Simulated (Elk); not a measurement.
# Collinear magnetic orders of SrV2 with Elk, part 2 of 2

Does SrV2 prefer parallel or opposed moments, or none?

Elk 11.2.3 (patched build); PBE; all-electron APW+lo, Dirac cores, scalar-relativistic bands.

So far. Step 2 (Order 1, typed as ferro ++++): After 31 cycles the largest moment stands at 0.903 μB.

### Step 3. Run 2 (antiferro ++--)

Reversing part of the moments tests the sign of the couplings between them.

The input, elk.in:

```
tasks
  0

xctype
  20

rgkmax
  7.0

nempty
  5

swidth
  0.005

reducebf
  0.5

epsengy
  1e-05

maxscl
  100

lmaxi
  3

spincore
  .true.

spinpol
  .true.

sppath
  './'

avec
  0.00000000000 7.48352143367 7.48352143367
  7.48352143367 0.00000000000 7.48352143367
  7.48352143367 7.48352143367 0.00000000000

atoms
  2
  'Sr.in'
  2
  0.0000000000 0.0000000000 0.0000000000   0.000000 0.000000 0.000000
  0.2500000000 0.2500000000 0.2500000000   0.000000 0.000000 0.000000
  'V.in'
  4
  0.6250000000 0.6250000000 0.6250000000   0.000000 0.000000 -0.045000
  0.1250000000 0.6250000000 0.6250000000   0.000000 0.000000 -0.045000
  0.6250000000 0.1250000000 0.6250000000   0.000000 0.000000 0.045000
  0.6250000000 0.6250000000 0.1250000000   0.000000 0.000000 0.045000

ngridk
  6 6 6
```

Started as:

```bash
OMP_NUM_THREADS=4 elk
```

Numbers of over 12 decimals in the logs are rounded to 6 here.

The log of the run:

```text
Warning(init1): few empty states an atom for a second variation :    5.000000000
 they are its basis, with spin, DFT+U, afieldc (12 by default), in Hartree-Fock and RDMFT; 30 and more for pressures

--- INFO.OUT ---
┌─────────────────────────┐
│ Elk code version 11.2.3 │
└─────────────────────────┘

All units are atomic (Hartree, Bohr, etc.)

┌─────────────────────────────────────────────────┐
│ Ground-state run starting from atomic densities │
└─────────────────────────────────────────────────┘

Lattice vectors :
   0.000000000       7.483521434       7.483521434
   7.483521434       0.000000000       7.483521434
   7.483521434       7.483521434       0.000000000

Species : 1 (Sr)
 parameters loaded from : Sr.in
 name : strontium
 nuclear charge    :   -38.00000000
 electronic charge :    38.00000000
 atomic mass :    159721.4892
 muffin-tin radius :    2.600000000
 number of radial points in muffin-tin :   1193
 inner part over the whole radius :   0.9909106339E-02
 number on inner part of muffin-tin    :    847
 approximate nuclear radius :   0.8067967193E-04
 number of mesh points to nuclear radius :    415
 atomic positions (lattice), magnetic fields (Cartesian) :
  1 :   0.37500000  0.37500000  0.37500000    0.00000000  0.00000000  0.00000000
  2 :  -0.37500000 -0.37500000 -0.37500000    0.00000000  0.00000000  0.00000000

Species : 2 (V)
 parameters loaded from : V.in
 name : vanadium
 nuclear charge    :   -23.00000000
 electronic charge :    23.00000000
 atomic mass :    92860.67382
 muffin-tin radius :    2.400000000
 number of radial points in muffin-tin :    993
 inner part over the whole radius :   0.9920165687E-02
 number on inner part of muffin-tin    :    699
 approximate nuclear radius :   0.6897515165E-04
 number of mesh points to nuclear radius :    327
 atomic positions (lattice), magnetic fields (Cartesian) :
  1 :   0.00000000  0.00000000  0.00000000    0.00000000  0.00000000 -0.04500000
  2 :   0.50000000  0.00000000  0.00000000    0.00000000  0.00000000 -0.04500000
  3 :   0.00000000  0.50000000  0.00000000    0.00000000  0.00000000  0.04500000
  4 :   0.00000000  0.00000000  0.50000000    0.00000000  0.00000000  0.04500000

Total number of atoms per unit cell :    6
Total muffin-tin volume :    378.8676964
 ratio of muffin-tin to unit cell volume :   0.4520011723

Spin treatment :
 spin-polarised
 spin-polarised core states
 global magnetic field (Cartesian) :    0.000000000       0.000000000       0.000000000
 collinear magnetisation in z-direction

Number of Bravais lattice symmetries :   48
Number of crystal symmetries         :   16
Crystal has inversion symmetry
Real symmetric eigensolver will be used

k-point grid :      6     6     6
k-point offset :    0.000000000       0.000000000       0.000000000
k-point set is reduced with full crystal symmetry group
Total number of k-points :       30

Muffin-tin radius times maximum |G+k| :    7.000000000
 using average radius
Maximum |G+k| for APW functions       :    2.837837838
Maximum (1/2)|G+k|²                   :    4.026661797
Maximum |G| for potential and density :    12.00000000
Constant for pseudocharge density :    8
 order of it for each species :   15  15
 order of it for pair densities of each species (exact exchange by exxq0 0: 15) :   11   9
Radial integration step length :    1

G-vector grid sizes :     42    42    42
Number of G-vectors :    24357

Maximum angular momentum used for
 APW functions            :    8
 outer part of muffin-tin :    6
 inner part of muffin-tin :    3

Number of empty states         :     30
Total number of valence states :    134
Total number of core states    :     96

Third-order local-orbitals added for an l without core states : T
Total number of local-orbitals :     88

Exchange-correlation functional :     20     0     0
 Perdew-Burke-Ernzerhof, Phys. Rev. Lett. 77, 3865 (1996)
 gradient requirement :    1
 generalised gradient approximation (GGA)

Smearing type :    3
 Fermi-Dirac
Smearing width :   0.5000000000E-02
Effective electronic temperature (K) :    1578.875124

Mixing type :    3
 Broyden mixing, J. Phys. A: Math. Gen. 17, L317 (1984)

Kohn-Sham potential initialised from atomic data

┌──────────────────────────────┐
│ Self-consistent loop started │
└──────────────────────────────┘

┌─────────────────┐
│ Loop number : 1 │
└─────────────────┘

Energies :
 Fermi                       :     0.167951
 sum of occupied eigenvalues :     -5967.8456777386
 electron kinetic            :      10384.672236425
 core electron kinetic       :      9961.0328623057
 Coulomb                     :     -20150.329235657
 Coulomb potential           :     -15836.042629277
 nuclear-nuclear             :     -1356.8937022238
 electron-nuclear            :     -21786.592798306
 Hartree                     :      2993.1572648724
 Madelung                    :     -12232.307921019
 xc potential                :     -516.19639518830
 xc effective B-field        :    -0.233172
 external B-field            :      0.000000
 exchange                    :     -384.29752407382
 correlation                 :     -7.851124
 electron entropic           :    -0.20507655250564E-01
 total energy                :     -10157.826155175
 (external B-field energy excluded from total)

Density of states at Fermi energy :    242.4260479
 (states/Hartree/unit cell)

Estimated indirect band gap :   0.9108195009E-03
 from k-point 28 to k-point 25
Estimated direct band gap   :   0.1649321428E-02
 at k-point 28

Charges :
 core                        :    96.00000000
 valence                     :    72.00000000
 interstitial                :    9.647538385
 muffin-tins (core leakage)
  species : 1 (Sr)
   atom 1                    :    36.03287419     (  0.2971386596E-04)
   atom 2                    :    36.03287419     (  0.2971386596E-04)
  species : 2 (V)
   atom 1                    :    21.57167831     ( -0.2221798603E-06)
   atom 2                    :    21.57167831     ( -0.2221798603E-06)
   atom 3                    :    21.57167831     ( -0.2221798603E-06)
   atom 4                    :    21.57167831     ( -0.2221798603E-06)
 total in muffin-tins        :    158.3524616
 total calculated charge     :    167.9997697
 total charge                :    168.0000000
 error                       :   0.2303274488E-03

Moments :
 interstitial                :  -0.1754023649E-14
 muffin-tins
  species : 1 (Sr)
   atom 1                    :   0.3472912992E-20
   atom 2                    :   0.3472912992E-20
  species : 2 (V)
   atom 1                    :    1.741920749
   atom 2                    :    1.741920749
   atom 3                    :   -1.741920749
   atom 4                    :   -1.741920749
 total in muffin-tins        :    0.000000000
 total moment                :  -0.1754023649E-14

[... earlier loops left out ...]

┌──────────────────┐
│ Loop number : 24 │
└──────────────────┘

Energies :
 Fermi                       :     0.263610
 sum of occupied eigenvalues :     -5956.4113757420
 electron kinetic            :      10387.912115085
 core electron kinetic       :      9960.1654434766
 Coulomb                     :     -20152.346547086
 Coulomb potential           :     -15834.448890020
 nuclear-nuclear             :     -1356.8937022238
 electron-nuclear            :     -21792.248880590
 Hartree                     :      2996.7960357276
 Madelung                    :     -12235.122102076
 xc potential                :     -509.60367434696
 xc effective B-field        :    -0.270926
 external B-field            :      0.000000
 exchange                    :     -384.47412596982
 correlation                 :     -7.851045
 electron entropic           :    -0.20082235676470E-01
 total energy                :     -10156.779685660
 (external B-field energy excluded from total)

Density of states at Fermi energy :    234.4957021
 (states/Hartree/unit cell)

Estimated indirect band gap :   0.3248344718E-03
 from k-point 20 to k-point 6
Estimated direct band gap   :   0.2764146576E-02
 at k-point 28

Charges :
 core                        :    96.00000000
 valence                     :    72.00000000
 interstitial                :    9.674410196
 muffin-tins (core leakage)
  species : 1 (Sr)
   atom 1                    :    36.13795973     (  0.2885763594E-04)
   atom 2                    :    36.13795973     (  0.2885763594E-04)
  species : 2 (V)
   atom 1                    :    21.51241758     ( -0.2221830364E-06)
   atom 2                    :    21.51241758     ( -0.2221830364E-06)
   atom 3                    :    21.51241758     ( -0.2221830364E-06)
   atom 4                    :    21.51241758     ( -0.2221830364E-06)
 total in muffin-tins        :    158.3255898
 total calculated charge     :    167.9997672
 total charge                :    168.0000000
 error                       :   0.2328124852E-03

Moments :
 interstitial                :  -0.1956742214E-14
 muffin-tins
  species : 1 (Sr)
   atom 1                    :   0.9027813922E-20
   atom 2                    :   0.9027813922E-20
  species : 2 (V)
   atom 1                    :    1.819490823
   atom 2                    :    1.819490823
   atom 3                    :   -1.819490823
   atom 4                    :   -1.819490823
 total in muffin-tins        :    0.000000000
 total moment                :  -0.1956742214E-14

┌──────────────────────────────┐
│ Self-consistent loop stopped │
└──────────────────────────────┘

Wrote STATE.OUT
```

Elapsed: 4.2 min, on 4 threads of Arm Neoverse V2, shared host; peak memory 0.68 GiB.

Spin moment in the muffin-tin sphere by atom:

```
atom  spin moment in the muffin-tin sphere (μB)
 Sr1                                       0.00
 Sr2                                       0.00
  V3                                       1.82
  V4                                       1.82
  V5                                      -1.82
  V6                                      -1.82
```

Numbers from this step:

* density of states at the Fermi level: 8.618 states/eV/cell
* moment between the spheres: 0 μB
* magnetization: 0 μB
* final state: antiferromagnetic

It lies 89.5 meV a seeded atom under the first start, and its largest moment is 1.82 μB against 0.903 μB.

### Step 4. Order 3, typed as ferri +++-

An opposed order shows whether the pairs that it reverses prefer unlike signs.

Changes to elk.in since step 3:

```diff
@@ -51,3 +51,3 @@
   0.1250000000 0.6250000000 0.6250000000   0.000000 0.000000 -0.045000
-  0.6250000000 0.1250000000 0.6250000000   0.000000 0.000000 0.045000
+  0.6250000000 0.1250000000 0.6250000000   0.000000 0.000000 -0.045000
   0.6250000000 0.6250000000 0.1250000000   0.000000 0.000000 0.045000
```

Started as:

```bash
OMP_NUM_THREADS=4 elk
```

The log of the run:

```text
Warning(init1): few empty states an atom for a second variation :    5.000000000
 they are its basis, with spin, DFT+U, afieldc (12 by default), in Hartree-Fock and RDMFT; 30 and more for pressures

--- INFO.OUT ---
┌─────────────────────────┐
│ Elk code version 11.2.3 │
└─────────────────────────┘

All units are atomic (Hartree, Bohr, etc.)

┌─────────────────────────────────────────────────┐
│ Ground-state run starting from atomic densities │
└─────────────────────────────────────────────────┘

Lattice vectors :
[...]
error                       :   0.2128712853E-03

Moments :
 interstitial                :   0.8443076223
 muffin-tins
  species : 1 (Sr)
   atom 1                    :   0.5144511885E-01
   atom 2                    :   0.5144511885E-01
  species : 2 (V)
   atom 1                    :    1.496354532
   atom 2                    :    1.496354532
   atom 3                    :    1.496354532
   atom 4                    :   -1.910637571
 total in muffin-tins        :    2.681316262
 total moment                :    3.525623884

┌──────────────────────────────┐
│ Self-consistent loop stopped │
└──────────────────────────────┘

Wrote STATE.OUT

[key lines of the parts left out:]
total energy                :     -10156.775616908
```

It took 5.9 min on 4 threads; peak memory 0.72 GiB.

Spin moment in the muffin-tin sphere by atom:

```csv
atom,spin moment in the muffin-tin sphere (μB)
Sr1,0.05
Sr2,0.05
V3,1.50
V4,1.50
V5,1.50
V6,-1.91
```

Numbers from this step:

```yaml
density_of_states_at_the_fermi_level: 10.14 states/eV/cell
moment_between_the_spheres: 0.8443 μB
magnetization: 3.526 μB
final_state: ferrimagnetic
```

It lies 61.9 meV a seeded atom under the first start, and its largest moment is 1.91 μB against 0.903 μB.

### Step 5. Start 4: no spin polarisation

This run holds no moments, which gives a state to set the others against.

The input, elk.in:

```
tasks
  0

xctype
  20

rgkmax
  7.0

nempty
  5

swidth
  0.005

epsengy
  1e-05

maxscl
  100

lmaxi
  3

spincore
  .true.

sppath
  './'

avec
  0.00000000000 7.48352143367 7.48352143367
  7.48352143367 0.00000000000 7.48352143367
  7.48352143367 7.48352143367 0.00000000000

atoms
  2
  'Sr.in'
  2
  0.0000000000 0.0000000000 0.0000000000   0.000000 0.000000 0.000000
  0.2500000000 0.2500000000 0.2500000000   0.000000 0.000000 0.000000
  'V.in'
  4
  0.6250000000 0.6250000000 0.6250000000   0.000000 0.000000 0.000000
  0.1250000000 0.6250000000 0.6250000000   0.000000 0.000000 0.000000
  0.6250000000 0.1250000000 0.6250000000   0.000000 0.000000 0.000000
  0.6250000000 0.6250000000 0.1250000000   0.000000 0.000000 0.000000

ngridk
  6 6 6
```

Started as:

```bash
OMP_NUM_THREADS=4 elk
```

The log of the run:

```text
Warning(init1): few empty states an atom for a second variation :    5.000000000
 they are its basis, with spin, DFT+U, afieldc (12 by default), in Hartree-Fock and RDMFT; 30 and more for pressures

--- INFO.OUT ---
┌─────────────────────────┐
│ Elk code version 11.2.3 │
└─────────────────────────┘

All units are atomic (Hartree, Bohr, etc.)

┌─────────────────────────────────────────────────┐
│ Ground-state run starting from atomic densities │
└─────────────────────────────────────────────────┘

Lattice vectors :
[...]
Moments :
 interstitial                :  -0.4806970145E-12
 muffin-tins
  species : 1 (Sr)
   atom 1                    :  -0.3089877719E-13
   atom 2                    :  -0.3089877719E-13
  species : 2 (V)
   atom 1                    :  -0.2923307482E-12
   atom 2                    :  -0.2923307482E-12
   atom 3                    :  -0.2923307482E-12
   atom 4                    :  -0.2923307482E-12
 total in muffin-tins        :  -0.1231120547E-11
 total moment                :  -0.1711817562E-11

┌──────────────────────────────┐
│ Self-consistent loop stopped │
└──────────────────────────────┘

Wrote STATE.OUT

[key lines of the parts left out:]
total energy                :     -10156.765924454
```

Wall time 100 s (4 threads); peak memory 0.71 GiB; 6.4 min of CPU time.

This step gave:

```
final state : non-magnetic
```

It lies 4.09 meV a seeded atom over the first start.

### Step 6. Ranking

These are free energies at a smearing of 0.136 eV, so its entropy term is in the differences. They are divided by the number of seeded atoms, so that cells of unlike size compare.

Orders:

| start | final state | typed order kept | energy over the lowest (meV a seeded atom) | largest sphere moment (μB) | net moment (μB a primitive cell) | DOS at the Fermi level (states/eV a primitive cell) | mesh matched | CPU time (s) |
| --- | --- | --- | --- | --- | --- | --- | --- | --- |
| ferro ++++ | ferromagnetic | yes | 89.53 | 0.9028 | 5.009 | 13.27 | yes | 687.2 |
| antiferro ++-- | antiferromagnetic | yes | 0 | 1.819 | 0 | 8.618 | yes | 955 |
| ferri +++- | ferrimagnetic | yes | 27.68 | 1.911 | 3.526 | 10.14 | yes | 1396 |
| no spin polarisation | non-magnetic | - | 93.62 | 0 | 0 | 14.96 | yes | 384.5 |

### Step 7. What came out

| Quantity | Value |
| --- | --- |
| lowest state found | antiferromagnetic (typed antiferro ++--) |
| largest site moment | 1.82 μB |
| next state | ferrimagnetic, 27.7 meV a seeded atom higher |
| energy gained by spin polarisation | 93.6 meV a seeded atom |

**Reading.** The lowest state found is antiferromagnetic, reached from the start antiferro ++--, with moments up to 1.82 μB. The next state costs 28 meV a seeded atom. Only 4 starts are shown; other collinear patterns, canted and longer-period orders are not.

[Logs and program files are shortened in this print: banners, set-up blocks, solver, clock and traceback lines can be left out without a mark of their own.]

[Logs are printed without paths, hosts, clocks, repeated set-up lines and the standing remarks that a program may print on its own settings, such as how far it seeks lower states.]

[Hosts, paths, dates, database ids (printed as entryN), source tags and the programs' standing remarks are cut or masked in the printed files.]

[Where a cell is said to come from a database of computed structures, the database is the Materials Project.]
